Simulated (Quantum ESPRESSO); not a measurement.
The Zn K edge of atom 1 in KZnF3 (Pm-3m), with 6 F at 2.02 Å (octahedral, site symmetry m-3m), was computed in 2 ways: full core hole (charged cell) and no core hole. Program and functional: Quantum ESPRESSO XSpectra, PBE, Lorentzian half width 0.83 eV up to 4 eV, rising linearly to 1.75 eV at 25 eV (not a setting of the program: the run's 0.4 eV curve was folded afterwards with a further Lorentzian); cells of 5 and 10 atoms (the run without a hole in the smaller).

Each run is counted from its own lowest empty level or Fermi level and scaled to a mean of 1 over its first 20 eV. (XSpectra's own axis starts at xe0, in the gap; it has been shifted.)

```csv
E (eV),run 1,run 2
-2.0,0.07,0.06
-1.0,0.08,0.07
0.0,0.10,0.09
1.0,0.14,0.13
2.0,0.19,0.18
3.0,0.29,0.28
4.0,0.56,0.40
5.0,0.80,0.60
6.0,1.40,0.74
7.0,1.79,0.80
8.0,1.60,0.97
9.0,1.79,1.54
10.0,2.17,2.11
11.0,1.97,2.43
12.0,1.56,1.96
13.0,1.05,1.46
14.0,0.82,1.08
15.0,0.68,0.82
16.0,0.57,0.80
17.0,0.58,0.97
18.0,0.72,1.12
19.0,0.86,1.09
20.0,0.83,0.97
21.0,0.72,0.90
22.0,0.69,0.96
23.0,0.76,1.11
24.0,0.87,1.12
25.0,0.89,1.00
26.0,0.78,0.87
27.0,0.63,0.77
28.0,0.54,0.67
29.0,0.50,0.60
30.0,0.49,0.60
31.0,0.51,0.67
32.0,0.54,0.75
```

**Question.** Which run is which?

Run 1: full core hole (charged cell) (area from −2 to 6 eV 2.8, main maxima 6.8 eV (1.81), 10.3 eV (2.21), 19.4 eV (0.87) and 24.7 eV (0.90)). Run 2: no core hole (area from −2 to 6 eV 2.2, main maxima 10.9 eV (2.43), 18.3 eV (1.13) and 23.6 eV (1.14)). With each curve scaled to its own mean, the area from −2 to 6 eV with the hole is 2.8 against 2.2, and the centre of weight from −1 to 20 eV moves by -1.2 eV: the hole pulls the absorber's empty states down.

[Banner, clock and machine lines of the logs are left out without a mark of their own.]

[Logs are printed without paths, hosts, clocks, repeated set-up lines and the standing remarks that a program may print on its own settings, such as how far it seeks lower states.]

[Hosts, paths, dates, database ids (printed as entryN), source tags and the programs' standing remarks are cut or masked in the printed files.]

[Lists of maxima count a maximum above −3 eV only where it reaches 4 % of the highest in the window and stands out from its surroundings by 2 % of it (1.5 % where it reaches 55 %); shoulders and weaker maxima are passed over, and of the rest the first, up to two pre-edge ones and the few strongest are named.]
